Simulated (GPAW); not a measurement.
**YRh (Pm-3m): the Y L₃ absorption edge**

Aim: the near-edge shape at the Y L₃ edge of YRh (Pm-3m), and what the core hole does to it.

Calculated with GPAW 26.7.0; X-ray absorption from dipole matrix elements to empty bands, plane-wave PAW LDA.

### Step 1. The starting structure

Symmetry: Pm-3m, No. 221, cubic system. The conventional cell has a = 3.407 Å, b = 3.407 Å, c = 3.407 Å, α = 90.00°, β = 90.00°, γ = 90.00°. Nearest to Rh lie 8 Y at 2.95 Å. Nearest to Y lie 8 Rh at 2.95 Å. Farther neighbours are not listed.

Coordinates:

```
Rh Y
1.0
     3.40700    0.00000    0.00000
     0.00000    3.40700    0.00000
     0.00000    0.00000    3.40700
Rh Y
1 1
Direct
  0.00000 0.00000 0.00000
  0.50000 0.50000 0.50000
```

### Step 2. Ground state of the crystal

A plain self-consistent run shows whether there is a gap, which decides the set-up of the core-hole run.

File scf.py:

```python
import numpy as np
from ase import Atoms
from ase.parallel import parprint, paropen
from gpaw import GPAW, PW, FermiDirac, Mixer, MixerDif, setup_paths
from gpaw.test import gen
setup_paths.insert(0, '.')
gen('Y', name='nch2p', xcname='LDA', corehole=(2, 1, 0), write_xml=True)
from gpaw.mpi import world
world.barrier()

atoms = Atoms('RhY',
    cell=[[3.407, 0, 0],
     [0, 3.407, 0],
     [0, 0, 3.407]],
    scaled_positions=[[0, 0, 0],
     [0.5, 0.5, 0.5]],
    pbc=True)
atoms.calc = calc = GPAW(legacy_gpaw=True, mode=PW(430, force_complex_dtype=True), xc='LDA', setups={1: 'nch2p'},
    kpts={'size': (7, 7, 7), 'gamma': True}, occupations=FermiDirac(0.05),
    charge=0, mixer=Mixer(0.1, 5, 50), maxiter=150,
    convergence={'density': 0.0001, 'eigenstates': 1e-6}, txt='scf.txt')
energy = atoms.get_potential_energy() + calc.get_reference_energy()
ef = calc.get_fermi_level()
out = dict(energy=energy, fermi=ef, forces=atoms.get_forces().tolist())
parprint(f'all-electron energy {energy:.4f} eV, Fermi level {ef:.4f} eV')
ev = np.array([[calc.get_eigenvalues(k, s) for k in range(len(calc.get_ibz_k_points()))] for s in range(calc.get_number_of_spins())])
out['homo'], out['lumo'], out['counts'] = ev[ev < ef].max(), ev[ev > ef].min(), sorted(set((ev < ef).sum((0, 2)).tolist()))
out['filled'] = (ev[:, 0] < ef).sum(1).tolist()
import json
with paropen('out.json', 'w') as f:
    json.dump(out, f)
```

Started as:

```
$ OMP_NUM_THREADS=1 mpirun -n 4 gpaw python scf.py
```

Numbers of over 12 decimals in the logs are rounded to 6 here.

Log:

```text
Input parameters:
  convergence: {density: 0.0001,
                eigenstates: 1e-06}
  kpts: {gamma: True,
         size: (7, 7, 7)}
  maxiter: 150
  mixer: {backend: pulay,
          beta: 0.1,
          method: separate,
          nmaxold: 5,
          weight: 50}
  mode: {ecut: 430.0,
         force_complex_dtype: True,
         name: pw}
  occupations: {fixmagmom: False,
                name: fermi-dirac,
                width: 0.05}
  setups: {1: nch2p}

Initialize ...

[... PAW data sets ...]

Reference energy: -221997.016657  # eV

Spin-paired calculation

[... convergence settings ...]
Symmetries present (total): 48
  [... symmetry matrices ...]

343 k-points: 7 x 7 x 7 Monkhorst-Pack grid
20 k-points in the irreducible part of the Brillouin zone
       k-points in crystal coordinates                weights
   0:     0.00000000    0.00000000    0.00000000          1/343
   1:     0.14285714    0.00000000    0.00000000          6/343
   2:     0.14285714    0.14285714    0.00000000         12/343
   3:     0.14285714    0.14285714    0.14285714          8/343
   4:     0.28571429    0.00000000    0.00000000          6/343
   5:     0.28571429    0.14285714    0.00000000         24/343
   6:     0.28571429    0.14285714    0.14285714         24/343
   7:     0.28571429    0.28571429    0.00000000         12/343
   8:     0.28571429    0.28571429    0.14285714         24/343
   9:     0.28571429    0.28571429    0.28571429          8/343
          ...
  19:     0.42857143    0.42857143    0.42857143          8/343

Wave functions: Plane wave expansion
  Cutoff energy: 430.000 eV
  Number of coefficients (min, max): 793, 812
  Pulay-stress correction: 0.000000 eV/Ang^3 (de/decut=0.000000)
  Using FFTW library
  Wavefunction extrapolation:
    Improved wavefunction reuse through dual PAW basis

Occupation numbers: Fermi-Dirac:
  width: 0.0500  # eV

Eigensolver
   Davidson(niter=2)

Densities:
  Coarse grid: 18*18*18 grid
  Fine grid: 36*36*36 grid
  Total Charge: 0.000000

Density mixing:
  Method: separate
  Backend: pulay
  Linear mixing parameter: 0.1
  old densities: 5
  Width of damping distribution: 1.1
  Damping of long wavelength oscillations: 50

[... Hamiltonian set-up ...]
Number of atoms: 2
Number of atomic orbitals: 25
Number of bands in calculation: 20
Number of valence electrons: 26
Bands to converge: occupied

... initialized

Initializing position-dependent things.

Density initialized from atomic densities
Creating initial wave functions:
  20 bands from LCAO basis set

Positions:
   0 Rh     0.000000    0.000000    0.000000    ( 0.0000,  0.0000,  0.0000)
   1 Y      1.703500    1.703500    1.703500    ( 0.0000,  0.0000,  0.0000)

Unit cell:
           periodic     x           y           z      points  spacing
  1. axis:    yes    3.407000    0.000000    0.000000    18     0.1893
  2. axis:    yes    0.000000    3.407000    0.000000    18     0.1893
  3. axis:    yes    0.000000    0.000000    3.407000    18     0.1893

  Lengths:   3.407000   3.407000   3.407000
  Angles:   90.000000  90.000000  90.000000

Effective grid spacing dv^(1/3) = 0.1893

iter:   1   -16.287311
iter:   2   -15.943032   -1.75  -1.38
iter:   3   -15.774626   -1.88  -1.49
iter:   4   -15.685584   -2.31  -1.64
iter:   5   -15.698878   -1.97  -1.90
iter:   6   -15.669255   -2.74  -2.18
iter:   7   -15.669187   -3.75  -2.98
iter:   8   -15.669364c  -4.23  -3.30
iter:   9   -15.669415c  -5.29  -3.13
iter:  10   -15.669065c  -4.52  -3.12
iter:  11   -15.669081c  -5.48  -3.53
iter:  12   -15.669083c  -6.26c -3.61
iter:  13   -15.669070c  -6.27c -3.74
iter:  14   -15.669070c  -7.29c -3.83
iter:  15   -15.669075c  -6.27c -3.86
iter:  16   -15.669067c  -6.52c -4.11c

Converged after 16 iterations.

Dipole moment: (-0.000000, -0.000000, -0.000000) |e|*Ang

Energy contributions relative to reference atoms: (reference = -221997.016657)

Kinetic:         -2.008551
Potential:       +0.823253
External:        +0.000000
XC:             -14.128665
Entropy (-ST):   -0.007312
Local:           -0.351448
SIC:             +0.000000
--------------------------
Free energy:    -15.672723
Extrapolated:   -15.669067

Showing only first 2 kpts
 Kpt  Band  Eigenvalues  Occupancy
  0    11      7.61121    2.00000
  0    12      7.61121    2.00000
  0    13     11.43758    0.00000
  0    14     11.43758    0.00000

  1    11      7.57613    2.00000
  1    12      7.67113    2.00000
  1    13     11.12696    0.00000
  1    14     11.52147    0.00000

Fermi level: 9.17882

Gap: 0.035 eV
Transition (v -> c):
  (s=0, k=16, n=12, [0.43, 0.43, 0.00]) -> (s=0, k=19, n=13, [0.43, 0.43, 0.43])
Direct/indirect transitions are different
Direct gap: 1.069 eV
Transition at: (s=0, k=19, n=12, [0.43, 0.43, 0.43])

Forces in eV/Ang:
  0 Rh   -0.00000   -0.00000    0.00000
  1 Y     0.00000    0.00000    0.00000
Scalar-relativistic atomic LDA calculation for Y (Yttrium, Z=39)
Core hole in 2p state (2p occupation: 6.0)
750 radial gridpoints.
|------------------------------------------------|
|------------------------------------------------|
[... the atom generator's iteration count ...]

Energy contributions:
-------------------------
Kinetic:    +3468.645094
XC:          -105.479064
Potential:  -6743.658531
-------------------------
Total:      -3380.492502

state      eigenvalue         ekin         rmax
-----------------------------------------------
1s^2.0 :  -618.543443   785.386613        0.025
2s^2.0 :   -84.799187   156.853497        0.141
2p^6.0 :   -75.594584   151.889632        0.113
3s^2.0 :   -13.512336    39.809453        0.422
3p^6.0 :   -10.520490    36.681922        0.416
3d^10.0:    -5.564517    31.548104        0.361
4s^2.0 :    -1.763072     8.054635        1.128
4p^6.0 :    -1.027192     6.241997        1.244
4d^1.0 :    -0.097195     2.169838        1.804
5s^2.0 :    -0.155371     0.952255        3.320
5p^0.0 :    -0.054980     0.500247        4.410
-----------------------------------------------
(units: Bohr and Hartree)

Generating PAW setup
Kinetic energy of the core from tauc = 3468.026130082191
Cutoffs:
rc(s)=2.510
rc(p)=2.490
rc(d)=2.430
rc(vbar)=2.450
rc(comp)=2.410
rc(nct)=2.510

Kinetic energy of the core states: 3411.009492
Charge: 0.0
Core electrons: 28.0
Valence electrons: 11.0
Pseudo-core charge: 0.003786
Shape function alpha=1.722
Pseudo-electron charge 7.472037
state    eigenvalue         norm
--------------------------------
4s(2) :    -1.763072     0.685202
5s(2) :    -0.155371     0.971849
4p(6) :    -1.027192     0.548140
5p(0) :    -0.054980     0.976393
4d(1) :    -0.097195     0.865310
*d    :     0.902805
--------------------------------

Diagonalizing with gridspacing h=0.050

state   all-electron     PAW
-------------------------------
4s:      -1.763072    -1.763529
4p:      -1.027192    -1.027856
4d:      -0.097195    -0.097523
*f:                    0.059866
-------------------------------
all-electron energy -222012.6857 eV, Fermi level 9.1788 eV
```

It took 6.3 s on 4 MPI ranks of Intel Xeon Platinum 8488C (Sapphire Rapids), shared host; peak memory 0.16 GiB; 24 s of CPU time.

The mesh shows a gap of only 0.04 eV, so the system is treated as a metal and the core electron is put at the Fermi level (neutral cell).

### Step 3. Spectrum without a core hole, Y atom 2

This cheap baseline ignores the attraction of the hole: it shows the absorber's empty states as they are in the ground state. The data set with a hole of occupation 0 only carries the core orbital.

The absorber has 8 Rh at 2.95 Å and 6 Y at 3.41 Å (cube and octahedron, as in bcc, site symmetry m-3m).

File xas.py:

```python
import numpy as np
from ase import Atoms
from ase.parallel import parprint, paropen
from gpaw import GPAW, PW, FermiDirac, Mixer, MixerDif, setup_paths
from gpaw.test import gen
setup_paths.insert(0, '.')
gen('Y', name='nch2p', xcname='LDA', corehole=(2, 1, 0), write_xml=True)
from gpaw.mpi import world
world.barrier()

atoms = Atoms('RhY',
    cell=[[3.407, 0, 0],
     [0, 3.407, 0],
     [0, 0, 3.407]],
    scaled_positions=[[0, 0, 0],
     [0.5, 0.5, 0.5]],
    pbc=True)
atoms.calc = calc = GPAW(legacy_gpaw=True, mode=PW(430, force_complex_dtype=True), xc='LDA', setups={1: 'nch2p'},
    kpts={'size': (10, 10, 10), 'gamma': True}, occupations=FermiDirac(0.1),
    charge=0, mixer=Mixer(0.1, 5, 50), maxiter=150,
    convergence={'density': 0.0001, 'eigenstates': 1e-6}, txt='scf.txt')
energy = atoms.get_potential_energy() + calc.get_reference_energy()
ef = calc.get_fermi_level()
out = dict(energy=energy, fermi=ef, forces=atoms.get_forces().tolist())
parprint(f'all-electron energy {energy:.4f} eV, Fermi level {ef:.4f} eV')
ev = np.array([[calc.get_eigenvalues(k, s) for k in range(len(calc.get_ibz_k_points()))] for s in range(calc.get_number_of_spins())])
out['homo'], out['lumo'], out['counts'] = ev[ev < ef].max(), ev[ev > ef].min(), sorted(set((ev < ef).sum((0, 2)).tolist()))
out['filled'] = (ev[:, 0] < ef).sum(1).tolist()

from ase.units import Ha
from gpaw.xas import dipole_matrix_elements
nb = int(calc.get_number_of_electrons() / 2) + 37
top = nb
nscf = calc.fixed_density(kpts={'size': (8, 8, 8), 'gamma': True},
    convergence={'eigenstates': 1.0}, txt='nscf.txt')
nscf.diagonalize_full_hamiltonian(nbands=nb)
cell = atoms.cell.array
ops = [cell.T @ U.T @ np.linalg.inv(cell.T) for U in nscf.wfs.kd.symmetry.op_scc]
E = np.arange(-25, 34, 0.1)
fwhm = np.interp(E, [4, 25], [1.5, 3.5])
Y, X, zero, highest = 0, 0, 1e9, 1e9
for spin in range(nscf.get_number_of_spins()):
    wfs = nscf.wfs
    mine = wfs.bd.get_slice()  # this rank's bands
    A = dipole_matrix_elements(wfs.setups[1])
    eps = np.zeros((wfs.kd.nibzkpts, nb))
    d = np.zeros((3, A.shape[1], wfs.kd.nibzkpts, nb), complex)
    for kpt in wfs.kpt_u:
        if kpt.s == spin and 1 in kpt.P_ani:
            eps[kpt.k, mine] = kpt.eps_n * Ha
            d[:, :, kpt.k, mine] = (kpt.weight * wfs.nspins / 2) ** 0.5 * np.inner(A, kpt.P_ani[1])
    world.sum(eps)
    world.sum(d)
    T = np.einsum('amkn,bmkn->abkn', d, d.conj()).real
    T = sum(np.einsum('ai,ijkn,bj->abkn', R, T, R) for R in ops) / len(ops)
    empty = eps > ef
    zero, highest = min(zero, eps[empty].min()), min(highest, eps[:, top - 1].min())
    lines = [(eps, T, empty)] if spin == 0 else lines + [(eps, T, empty)]
for eps, T, empty in lines:
    f = np.einsum('aakn->akn', T).reshape(3, -1)
    x = eps.ravel() - zero
    w = np.interp(x, E, fwhm) / 2.35482
    g = np.exp(-0.5 * ((E[:, None] - x) / w) ** 2) / (w * (2 * np.pi) ** 0.5)
    Y = Y + (f * empty.ravel()) @ g.T
    X = X + (f * ~empty.ravel()) @ g.T
out.update(E=E.round(2).tolist(), xas=Y.tolist(), xes=X.tolist(), zero=zero, valid=highest - zero, nk=len(eps), nb=nb)
for i in range(0, len(E), 10):
    parprint(f'{E[i]:7.2f}', *(f'{v:10.3e}' for v in Y[:, i]))
import json
with paropen('out.json', 'w') as f:
    json.dump(out, f)
```

Started as:

```
$ OMP_NUM_THREADS=1 mpirun -n 4 gpaw python xas.py
```

Log:

```text
Input parameters:
  convergence: {density: 0.0001,
                eigenstates: 1e-06}
  kpts: {gamma: True,
         size: (10, 10, 10)}
  maxiter: 150
  mixer: {backend: pulay,
          beta: 0.1,
          method: separate,
          nmaxold: 5,
          weight: 50}
  mode: {ecut: 430.0,
         force_complex_dtype: True,
         name: pw}
  occupations: {fixmagmom: False,
                name: fermi-dirac,
[...]
*d    :     0.902805
--------------------------------

Diagonalizing with gridspacing h=0.050

state   all-electron     PAW
-------------------------------
4s:      -1.763072    -1.763529
4p:      -1.027192    -1.027856
4d:      -0.097195    -0.097523
*f:                    0.059866
-------------------------------
all-electron energy -222012.6364 eV, Fermi level 9.2115 eV
[...]
32.00  1.228e-05  1.228e-05  1.228e-05
  33.00  1.109e-05  1.109e-05  1.109e-05
[key lines of the parts left out:]
Converged after 15 iterations.
Dipole moment: (0.000000, -0.000000, 0.000000) |e|*Ang
Free energy:    -15.640342
Fermi level: 9.21151
```

Wall time 18 s (4 MPI ranks); peak memory 0.26 GiB.

The Y L₃ spectrum, Y atom 2, no core hole (energy from the lowest empty level; intensity scaled to a mean of 1 over the first 20 eV):

```tsv
E (eV)	intensity
-2.0	0.00
-1.5	0.00
-1.0	0.02
-0.5	0.08
0.0	0.21
0.5	0.45
1.0	0.79
1.5	1.17
2.0	1.49
2.5	1.62
3.0	1.58
3.5	1.48
4.0	1.49
4.5	1.76
5.0	2.03
5.5	1.90
6.0	1.53
6.5	1.31
7.0	1.26
7.5	1.15
8.0	0.94
8.5	0.76
9.0	0.69
9.5	0.72
10.0	0.79
10.5	0.86
11.0	0.92
11.5	0.98
12.0	1.02
12.5	1.03
13.0	0.98
13.5	0.89
14.0	0.77
14.5	0.65
15.0	0.54
15.5	0.49
16.0	0.48
16.5	0.52
17.0	0.58
17.5	0.66
18.0	0.73
18.5	0.77
19.0	0.78
19.5	0.76
20.0	0.72
20.5	0.68
21.0	0.64
21.5	0.62
22.0	0.60
22.5	0.59
23.0	0.57
23.5	0.55
24.0	0.54
24.5	0.55
25.0	0.57
25.5	0.60
26.0	0.63
26.5	0.65
27.0	0.66
27.5	0.67
28.0	0.67
28.5	0.67
29.0	0.68
29.5	0.68
30.0	0.69
30.5	0.68
31.0	0.65
31.5	0.62
32.0	0.58
```

Main maxima below 30 eV (height): 2.6 eV (1.62), 5.2 eV (2.03), 12.4 eV (1.03) and 19.0 eV (0.78). At an L edge the dipole rule selects empty d (and weakly s) states on the absorber, and the strong line at the onset measures the empty part of its d band.

The same matrix elements for filled bands give the Y L₃ emission of Y atom 2 (ground-state approximation; energy from the lowest empty level, largest value 1):

```tsv
E (eV)	emission
-24.00	0.00
-23.25	0.00
-22.50	0.00
-21.75	0.00
-21.00	0.00
-20.25	0.00
-19.50	0.00
-18.75	0.00
-18.00	0.00
-17.25	0.00
-16.50	0.00
-15.75	0.00
-15.00	0.00
-14.25	0.00
-13.50	0.00
-12.75	0.00
-12.00	0.00
-11.25	0.00
-10.50	0.00
-9.75	0.00
-9.00	0.00
-8.25	0.00
-7.50	0.00
-6.75	0.00
-6.00	0.01
-5.25	0.04
-4.50	0.19
-3.75	0.57
-3.00	0.95
-2.25	0.94
-1.50	0.63
-0.75	0.36
0.00	0.19
0.75	0.05
1.50	0.00
2.25	0.00
3.00	0.00
```

Emission maxima: -2.6 eV (1.00).

### Step 4. Supercell without a hole, the energy reference

The photon energy needs a difference of total energies, so the cell and mesh of the coming hole run are first run without a hole.

scf.py, as its differences from that of step 2:

```diff
@@ -10,11 +10,17 @@
 
-atoms = Atoms('RhY',
-    cell=[[3.407, 0, 0],
-     [0, 3.407, 0],
-     [0, 0, 3.407]],
+atoms = Atoms('Rh4Y4',
+    cell=[[3.407, 3.407, 3.407],
+     [-3.407, 3.407, -3.407],
+     [-3.407, -3.407, 3.407]],
     scaled_positions=[[0, 0, 0],
-     [0.5, 0.5, 0.5]],
+     [0, 0.5, 0.5],
+     [0.5, 0, 0.5],
+     [0.5, 0.5, 0],
+     [0.5, 0, 0],
+     [0.5, 0.5, 0.5],
+     [0, 0, 0.5],
+     [0, 0.5, 0]],
     pbc=True)
-atoms.calc = calc = GPAW(legacy_gpaw=True, mode=PW(430, force_complex_dtype=True), xc='LDA', setups={1: 'nch2p'},
-    kpts={'size': (7, 7, 7), 'gamma': True}, occupations=FermiDirac(0.05),
+atoms.calc = calc = GPAW(legacy_gpaw=True, mode=PW(430, force_complex_dtype=True), xc='LDA', setups={4: 'nch2p'},
+    kpts={'size': (5, 5, 5), 'gamma': True}, occupations=FermiDirac(0.1),
     charge=0, mixer=Mixer(0.1, 5, 50), maxiter=150,
```

Started as:

```
$ OMP_NUM_THREADS=1 mpirun -n 4 gpaw python scf.py
```

Log:

```text
Input parameters:
  convergence: {density: 0.0001,
                eigenstates: 1e-06}
  kpts: {gamma: True,
         size: (5, 5, 5)}
  maxiter: 150
  mixer: {backend: pulay,
          beta: 0.1,
          method: separate,
          nmaxold: 5,
          weight: 50}
  mode: {ecut: 430.0,
         force_complex_dtype: True,
         name: pw}
  occupations: {fixmagmom: False,
                name: fermi-dirac,
[...]
5s(2) :    -0.155371     0.971849
4p(6) :    -1.027192     0.548140
5p(0) :    -0.054980     0.976393
4d(1) :    -0.097195     0.865310
*d    :     0.902805
--------------------------------

Diagonalizing with gridspacing h=0.050

state   all-electron     PAW
-------------------------------
4s:      -1.763072    -1.763529
4p:      -1.027192    -1.027856
4d:      -0.097195    -0.097523
*f:                    0.059866
-------------------------------
all-electron energy -888050.5438 eV, Fermi level 9.1962 eV
[key lines of the parts left out:]
Converged after 14 iterations.
Dipole moment: (0.000000, 0.000000, 0.000000) |e|*Ang
Free energy:    -62.561365
Fermi level: 9.19624
```

Elapsed: 27 s, on 4 MPI ranks; peak memory 0.27 GiB; 1.8 min of CPU time.

Reference energy: -888050.544 eV with the cores included.

(Part 1 of 3 ends here.)

[Banner, clock and machine lines of the logs are left out without a mark of their own.]

[Logs are printed without paths, hosts, clocks, repeated set-up lines and the standing remarks that a program may print on its own settings, such as how far it seeks lower states.]

[Hosts, paths, dates, database ids (printed as entryN), source tags and the programs' standing remarks are cut or masked in the printed files.]

[Lists of maxima count a maximum above −3 eV only where it reaches 4 % of the highest in the window and stands out from its surroundings by 2 % of it (1.5 % where it reaches 55 %); shoulders and weaker maxima are passed over, and of the rest the first, up to two pre-edge ones and the few strongest are named.]
